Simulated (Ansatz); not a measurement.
# PtSe2 (1T monolayer): spin-orbit coupling beyond the local functionals

Aim: the spin-orbit change of the gap of PtSe2 (1T monolayer).

Method: density functionals with and without spin-orbit coupling, plane waves, PAW, in Ansatz 0.2.0.

**The experiments to reproduce.**

- Gap 1.9 ± 0.05 eV: quasiparticle gap from STS, domains aligned with graphene; scanning tunneling spectroscopy; 8.5 K; monolayer (MBE-grown monolayer on epitaxial bilayer graphene, twist angle near 0 deg) on bilayer graphene on SiC(0001) (“Angular dependence of the interlayer coupling at the interface between two dimensional materials 1T-PtSe2 and graphene”, 2023, arxiv:2311.08165).

- Gap 2 ± 0.1 eV: quasiparticle gap of the first layer from STS; scanning tunnelling spectroscopy; 77 K; monolayer (MBE-grown first layer on HOPG) on HOPG (“Precise Layer-Dependent Electronic Structure of MBE-Grown PtSe2”, 2021, arxiv:2105.03334).

- Gap 1.95 ± 0.05 eV: quasiparticle gap of 1 ML from STS, average over islands; scanning tunnelling spectroscopy; monolayer (MBE-grown monolayer islands on bilayer graphene) on bilayer graphene on SiC(0001) (“Atomic-layer controlled THz Spintronic emission from Epitaxially grown Two dimensional PtSe2/ferromagnet heterostructures”, 2023, arxiv:2305.06895).

### 1. The structure

The cell holds 3 atoms: 1 Pt and 2 Se. Cell: a = 3.750 Å, b = 3.750 Å, c = 30.062 Å, α = 90.0°, β = 90.0°, γ = 120.0°. Vacuum lies along c.

The structure was relaxed with PBE. The runs that relaxed it are not among those shown. Spin-orbit coupling is left out unless a step names it. The default PAW set here is soft_2. Its files were made with PBE. The Coulomb interaction is cut off across the vacuum.

### 2. HSE06, 6×6×1 mesh

This step: DFT, HSE06, plane waves, PAW.

input.yaml reads:

```yaml
crystal:
  lattice:
    - [3.7504539886, 0.0, 0.0]
    - [-1.8752269943, 3.2479884299, 0.0]
    - [0.0, 0.0, 30.0620632936]
  atoms:
    - { symbol: Pt, position: [0.0, 0.0, 0.2993806484] }
    - { symbol: Se, position: [0.3333333333, 0.6666666667, 0.3428075459] }
    - { symbol: Se, position: [0.6666666667, 0.3333333333, 0.2559537508] }
  periodic: [true, true, false]
kpoints:
  mp_grid: { grid: [6, 6, 1] }
  band_path:
    path:
      - [0.0, 0.0, 0.0]
      - [0.5, 0.0, 0.0]
      - [0.3333333333, 0.3333333333, 0.0]
      - [0.0333333333, 0.0333333333, 0.0]
      - [0.0, 0.25, 0.0]
      - [0.2, 0.0, 0.0]
    npoints: 1
hamiltonian:
  xc: hse06
scf:
  occupations: { method: fixed }
  n_extra_bands: 5
output:
  eigenvalues: true
  write_density: true
  write_potential: true
  elf: true
  volumetric_format: npy
```

The run is started by

```console
$ ansatz run input.yaml --threads 3 --pin off --max-ram 92160MiB --backend cuda --events-out ev --progress --plain --runs-dir out --devices 1 --max-vram 13GiB  # rebuilt from the run's record
```

Numbers of over 12 decimals in the logs are rounded to 6 here.

The log of the run:

```text
scf.n_extra_bands = 5 over 25 filled bands (N_el = 50.0): the run solves 30 bands
GPUs: using 1 of 1 available (devices: 1).
Engine: ansatz 0.2.0, x86_64-unknown-linux-gnu
Pseudopotentials: kind: paw
Pseudopotential: Pt, paw, valence charge 18, recommended cutoff 420 eV (normal), Pt.paw.azcp
Pseudopotential: Se, paw, valence charge 16, recommended cutoff 420 eV (normal), Se.paw.azcp
Functional definition: HSE06
  parameter a = 0.25
  parameter omega = 0.11/bohr
  exchange = pbe_x - a*pbe_x_sr(omega) + a*exact_x_sr(omega)
  correlation = pbe_c
davidson cushion auto → on  (no smearing: the cushion is to keep the highest requested band from converging to the state above it; pin scf.eigensolver.cushion to override)
device memory: the entry about to start is reckoned to put 3.3 GiB on a device that reports 54.5 GiB free (of which the cap on the GPU budget leaves the run 13.0 GiB)
GPU FFT provider: cuFFT
GPU libraries: cuBLAS 13.8.2, cuFFT 12.4.0, cuSOLVER 12.3.4
Crystal: 3 atoms, lattice volume = 366.199 Å³
Basis set: ecut = 420 eV, 7157 PW (Γ)
Bands: 30, of which v1, the nominal top of the filled ones, is band 25 counted from 1 (24 counted from 0)
Symmetry: 12 space group operations
Space group: P-3m1 (ITA 164), of the structure as read, at distance tolerance 7.2e-5 Å
k-points: 7 of 36
Non-local potential: Pt, projectors of the file, l = 0: 3, l = 1: 2, l = 2: 2, l = 3: 1
Non-local potential: Se, projectors of the file, l = 0: 2, l = 1: 2, l = 2: 3, l = 3: 1
PAW form: soft (Blöchl's): semilocal exchange-correlation on the pseudo side does not see the compensation charge
PAW frozen core: Pt, regenerated for the run's functional, and the local potential with it (the file was generated under x = pbe(κ = 0.804, μ = 0.219515), c = pbe(β = 0.066725))
PAW frozen core: Se, regenerated for the run's functional, and the local potential with it (the file was generated under x = pbe(κ = 0.804, μ = 0.219515), c = pbe(β = 0.066725))
PAW one-centre angular grid: Pt, 590 points (default); XC on 64 Gauss nodes
PAW one-centre angular grid: Se, 590 points (default); XC on 64 Gauss nodes
Initial density: superposition of atomic densities (neutral atoms: chi_scale 0, normalization atom), corrected by the library's trained network
Initial wavefunctions: pseudopotential atomic-orbital guess
GPU buffer pool allocated for 157464 grid points (all kernels)
GPU transforms: local potential and band sums: pruned to the plane-wave sphere, on 25×25×216
Functional: x = pbe(κ = 0.804, μ = 0.219515), c = pbe(β = 0.066725), warm-up for x = pbe(κ = 0.804, μ = 0.219515) + 0.25 (exact − pbe) at short range (hse, ω = 0.207870 Å⁻¹), c = pbe(β = 0.066725); HSE06 as pw.x's `hse` composes it (authors' and Libxc's form: `xc: wpbeh`)
[...]
SCF iter   1: F=—  HF=-23467.576121 eV  |F-HF|=—  |Δ(HF+E_count)|=         —  Δρ=4.52e-5  dr2=2.25e-6  ethr=1.68e-6  ⟨swp⟩=3.6  Hψ=479  notcnv=0
preconditioner: auto → none  [insulator: Δε(μ)=2.228 eV  Ē_g=10.669 eV  n_scr=36 (ndim 8)  ℏωp=9.1 eV  f_vac=0.793]
SCF iter   2: F=—  HF=-23467.576124 eV  |F-HF|=—  |Δ(HF+E_count)|=   3.17e-6  Δρ=1.46e-5  dr2=5.01e-7  ethr=4.00e-9  ⟨swp⟩=4.9  Hψ=832  notcnv=0
SCF iter   3: F=—  HF=-23467.576126 eV  |F-HF|=—  |Δ(HF+E_count)|=   1.78e-6  Δρ=6.77e-6  dr2=1.36e-7  ethr=4.49e-10  ⟨swp⟩=6.0  Hψ=731  notcnv=0  defer=3
SCF iter   4: F=-23467.576126 eV  HF=-23467.576126 eV  |F-HF|=2.15e-8  |Δ(HF+E_count)|=   2.84e-8  Δρ=2.22e-6  dr2=2.57e-8  ethr=2.21e-10  ⟨swp⟩=3.1  Hψ=556  notcnv=0
SCF 3 converged in 4 iterations: F = -23467.576126 eV  dr2 = 2.57e-8
hybrid outer 2: dexx = +2.810e-6 eV, tail = 1.87e-7 eV, Δε = 3.09e-3 eV (about 1.65e-4 eV left of the loop's levels)
device memory: the entry about to start is reckoned to put 1.3 GiB on a device that reports 53.8 GiB free (of which the cap on the GPU budget leaves the run 13.0 GiB)
NSCF: frozen V_eff on 6 k-points
WARN: The output density's exchange-correlation potential varies sharply where the density is thin. Do not read a vacuum level from v_tot or v_xc, or from such a field of the output density. On a cell that repeats whose density bears no net charge and no dipole along the vacuum's axis use v_es (v_loc + v_h of the components); under efield.dipole_correction with no amplitude use v_es + v_field, which holds any externa [...]
hybrid SCF converged: 2 outer / 11 inner (+4 warm-up), last move |dexx| = 2.81e-6 eV, tail = 1.87e-7 eV
Stability not checked: this state was not tested for a lower state beside it, because the functional holds exact exchange (a hybrid, or Hartree-Fock), whose exchange loop this test does not read (fock_operator; see scf.lower_state_search)
Free energy (F): -23467.576126 eV
Frozen-core exchange: fock
Harris-Foulkes:  -23467.576126 eV  (|F-HF|=2.15e-8)
Internal energy: -23467.576126 eV  (E = F + TS)
E sigma→0 (E₀):  -23467.576126 eV
Fermi energy:    -6.211614 eV
--- Per-component energies (eV) ---
  E_band       = -1990.012594
  E_kinetic    = 869.639740
  E_local      = -121782.528400  (includes V_loc(G=0)·N_el)
  E_nonlocal   = -990.702565
  E_hartree    = 60202.096790
  E_xc         = -374.734152
  E_vxc        = -395.345285  (∫ρ·V_xc dr)
  E_exx        = -200.020744  (= α·E_x^exact, valence–valence)
  E_paw        = -13172.845311  (= ΣΔE_a)
  E_vpaw       = 304.764127  (= ΣTr[D̂ρ^β])
  E_aug_tail   = -0.001012  (compensation charges beyond the density's cutoff)
  E_ewald      = 51985.689281
  E_core_change = -4.169753  (= ΣΔE_core)
  E_smearing   = -0.000000  (= −TS)
  E_closure    = -0.000000  (closes the sum)
  Σ components = -23467.576126   (vs F -23467.576126, Δ=-1.82e-11)
--- Band table (eV; the first three rows and the last of 7) ---
  k-point 0: bands = [... 21 lower, -7.8821, -6.7542, -6.2116, -6.2116, -2.5976, -2.5976, -0.9154, -0.3249, ... 1 higher]
  k-point 1: bands = [... 21 lower, -8.5828, -6.6305, -6.3829, -6.3521, -3.9827, -2.8969, -0.1854, 0.0643, ... 1 higher]
  k-point 2: bands = [... 21 lower, -9.0098, -7.8916, -7.2980, -6.8913, -3.8256, -2.9264, -0.3591, 1.0516, ... 1 higher]
  k-point 6: bands = [... 21 lower, -9.5613, -8.5836, -7.6342, -7.6342, -3.7554, -3.7554, 0.9104, 2.8110, ... 1 higher]
  the weakly bound empty levels are not read free of the cell's end (exact_exchange)
```

It took 24 s on 1 × NVIDIA H100 80GB HBM3 (shared by 6 runs) with 3 threads of AMD EPYC 7R13 (Zen 3), shared host; peak memory 1.8 GiB; 31 s of CPU time.

Numbers from this step:

```
gap                     : 1.968 eV
valence top at          : Γ
conduction bottom at    : k = (0.000, 0.250, 0.000)
least direct gap        : 2.127 eV
exact-exchange fraction : 0.25
```

The gap is indirect, with the least direct gap 0.16 eV higher.

### 3. HSE06+SOC, 6×6×1 mesh

The many-body steps leave out spin-orbit coupling, so its effect is taken from a two-component run, with twice the bands.

This step: DFT, HSE06 with spin-orbit coupling, plane waves, PAW.

Edit input.yaml of step 2 so:

```diff
@@ -25,3 +25,6 @@
   occupations: { method: fixed }
-  n_extra_bands: 5
+  n_extra_bands: 10
+magnetization:
+  noncollinear: true
+  spin_orbit: true
 output:
```

The log of the run:

```text
[...]
GPUs: using 1 of 1 available (devices: 1).
[...]
non-collinear run that drives no moment, with spin-orbit: no starting moment large enough to seed its density (crystal.atoms[].spin), no starting occupations that ask for one, no magnetisation constraint and no magnetic field, so the semilocal B_xc is pinned to zero
[...]
GPU FFT provider: cuFFT
GPU libraries: cuBLAS 13.8.2, cuFFT 12.4.0, cuSOLVER 12.3.4
Crystal: 3 atoms, lattice volume = 366.199 Å³
Basis set: ecut = 420 eV, 7157 PW (Γ)
Bands: 60, of which v1, the nominal top of the filled ones, is band 50 counted from 1 (49 counted from 0)
Symmetry: 12 space group operations + 12 with time reversal
[...]
k-points: 7 of 36
Projection manifold: j_resolved (fully-relativistic pseudo-atomic orbitals)
[...]
GPU buffer pool allocated for 157464 grid points (all kernels)
[...]
SCF iter   6: F=-23497.302999 eV  HF=-23497.303012 eV  |F-HF|=1.39e-5  |Δ(HF+E_count)|=   8.53e-5  Δρ=7.71e-5  dr2=1.68e-5  dr2_m=0.00e0 (ungated)  ethr=4.90e-7  |M|=0.00e0 ∫|m|=0.00e0 μB  |m|>n=0.0e0 m-floor=0.0e0 τ_xc=0.0e0  ⟨swp⟩=5.1  Hψ=1487  notcnv=0
SCF 1 stopped early in 6 iterations: F = -23497.302999 eV  dr2 = 1.68e-5
[...]
GPU FFT provider: cuFFT
GPU libraries: cuBLAS 13.8.2, cuFFT 12.4.0, cuSOLVER 12.3.4
Projection manifold: j_resolved (fully-relativistic pseudo-atomic orbitals)
[...]
GPU buffer pool allocated for 157464 grid points (all kernels)
[...]
Frozen-core exchange: fock
SCF iter   1: F=—  HF=-23477.729415 eV  |F-HF|=—  |Δ(HF+E_count)|=         —  Δρ=2.78e-3  dr2=9.88e-3  dr2_m=0.00e0 (ungated)  ethr=3.36e-7  |M|=0.00e0 ∫|m|=0.00e0 μB  |m|>n=0.0e0 m-floor=0.0e0 τ_xc=0.0e0  β_m=0.30  ⟨swp⟩=14.4  Hψ=2512  notcnv=0
[...]
SCF iter   6: F=-23477.735065 eV  HF=-23477.735069 eV  |F-HF|=3.97e-6  |Δ(HF+E_count)|=   4.04e-4  Δρ=9.42e-5  dr2=9.51e-6  dr2_m=0.00e0 (ungated)  ethr=1.85e-8  |M|=0.00e0 ∫|m|=0.00e0 μB  |m|>n=0.0e0 m-floor=0.0e0 τ_xc=0.0e0  ⟨swp⟩=6.0  Hψ=1629  notcnv=0  defer=4
SCF 2 stopped early in 6 iterations: F = -23477.735065 eV  dr2 = 9.51e-6
hybrid outer 1: dexx = +1.795e-2 eV, tail = 1.89e-4 eV
GPU FFT provider: cuFFT
GPU libraries: cuBLAS 13.8.2, cuFFT 12.4.0, cuSOLVER 12.3.4
Projection manifold: j_resolved (fully-relativistic pseudo-atomic orbitals)
GPU buffer pool allocated for 157464 grid points (all kernels)
[...]
Frozen-core exchange: fock
SCF iter   1: F=—  HF=-23477.735566 eV  |F-HF|=—  |Δ(HF+E_count)|=         —  Δρ=4.44e-5  dr2=2.52e-6  dr2_m=0.00e0 (ungated)  ethr=1.89e-6  |M|=0.00e0 ∫|m|=0.00e0 μB  |m|>n=0.0e0 m-floor=0.0e0 τ_xc=0.0e0  β_m=0.30  ⟨swp⟩=3.3  Hψ=944  notcnv=0
[...]
SCF iter   4: F=-23477.735572 eV  HF=-23477.735572 eV  |F-HF|=1.21e-8  |Δ(HF+E_count)|=   1.60e-6  Δρ=4.30e-6  dr2=3.22e-8  dr2_m=0.00e0 (ungated)  ethr=1.28e-10  |M|=0.00e0 ∫|m|=0.00e0 μB  |m|>n=0.0e0 m-floor=0.0e0 τ_xc=0.0e0  ⟨swp⟩=6.6  Hψ=1542  notcnv=0  defer=6
SCF 3 converged in 4 iterations: F = -23477.735572 eV  dr2 = 3.22e-8
[...]
NSCF: frozen V_eff on 6 k-points
[...]
Magnetization: |M| = 0.0000 μB,  M = (+0.0000, +0.0000, +0.0000) μB
Absolute magnetization: 0.0000 μB (∫|m|)
  site 0: m = (+0.0000, +0.0000, +0.0000) μB, |m| = 0.0000 μB  (R = 1.04 Å)
  site 1: m = (+0.0000, +0.0000, +0.0000) μB, |m| = 0.0000 μB  (R = 1.04 Å)
  site 2: m = (+0.0000, +0.0000, +0.0000) μB, |m| = 0.0000 μB  (R = 1.04 Å)
Free energy (F): -23477.735572 eV
Frozen-core exchange: fock
[...]
Internal energy: -23477.735572 eV  (E = F + TS)
E sigma→0 (E₀):  -23477.735572 eV
Fermi energy:    -6.001800 eV
[...]
--- Band table (eV; the first three rows and the last of 7) ---
  k-point 0: bands = [... 46 lower, -6.3539, -6.3539, -6.0018, -6.0018, -2.6393, -2.6393, -2.5485, -2.5485, ... 6 higher]
  k-point 1: bands = [... 46 lower, -6.3763, -6.3763, -6.2081, -6.2081, -3.9682, -3.9682, -2.8919, -2.8919, ... 6 higher]
  k-point 2: bands = [... 46 lower, -7.3576, -7.3576, -6.7883, -6.7883, -3.7998, -3.7998, -2.9212, -2.9212, ... 6 higher]
  k-point 6: bands = [... 46 lower, -7.6299, -7.6299, -7.5668, -7.5668, -3.7441, -3.7441, -3.7274, -3.7274, ... 6 higher]
  the weakly bound empty levels are not read free of the cell's end (exact_exchange)
```

Elapsed: 96 s, on 1 × NVIDIA H100 80GB HBM3 (shared by 6 runs) with 3 threads; peak memory 2.5 GiB; 2.3 min of CPU time.

This step gave:

- gap: 1.786 eV
- valence top at: Γ
- conduction bottom at: k = (0.000, 0.250, 0.000)
- least direct gap: 2.051 eV
- exact-exchange fraction: 0.25

The gap stands −0.18 eV against HSE06.

### 4. Together

Times are wall times on 1 × NVIDIA H100 80GB HBM3 (shared by 6 runs) with 3 threads of AMD EPYC 7R13 (Zen 3), shared host, good to a factor of about two.

```tsv
level	gap (eV)	with coupling (eV)	change (eV)	time	with coupling
HSE06	1.97	1.79	−0.18	24 s	96 s
```

### 5. Results

```
HSE06     : 1.97 eV
HSE06+SOC : 1.79 eV
```

In words: Spin-orbit coupling changes the gap by −0.18 eV and the least direct gap by −0.08 eV. Against experiment, by HSE06+SOC: the gap of 1.79 eV lies −0.11 eV from the measured 1.9 ± 0.05 eV (electronic, 8.5 K, on bilayer graphene on SiC(0001), 2023); the gap of 1.79 eV lies −0.21 eV from the measured 2 ± 0.1 eV (electronic, 77 K, on HOPG, 2021); the gap of 1.79 eV lies −0.16 eV from the measured 1.95 ± 0.05 eV (electronic, on bilayer graphene on SiC(0001), 2023). The computed sheet is free-standing; a substrate or cover screens it further and lowers both gap and binding, while the exciton line moves little. The lattice is static and excitons are left out. The runs have no spin polarisation. For a closed low-spin shell that is the natural state; where a d or f shell is open it is a constraint, and the gap is then not the crystal's own.

[Paths, hosts, dates, memory and timing lines, banners, echoed tables and standing remarks are left out of the program output.]

[Logs are printed without paths, hosts, clocks, repeated set-up lines and the standing remarks that a program may print on its own settings, such as how far it seeks lower states.]

[Runs of the session that timed out or met a known fault of the program may be left out.]

[Cells called generated may have been cut or substituted from an entry of the Crystallography Open Database or the Materials Project.]

[Hosts, paths, dates, database ids (printed as entryN), source tags and the programs' standing remarks are cut or masked in the printed files.]
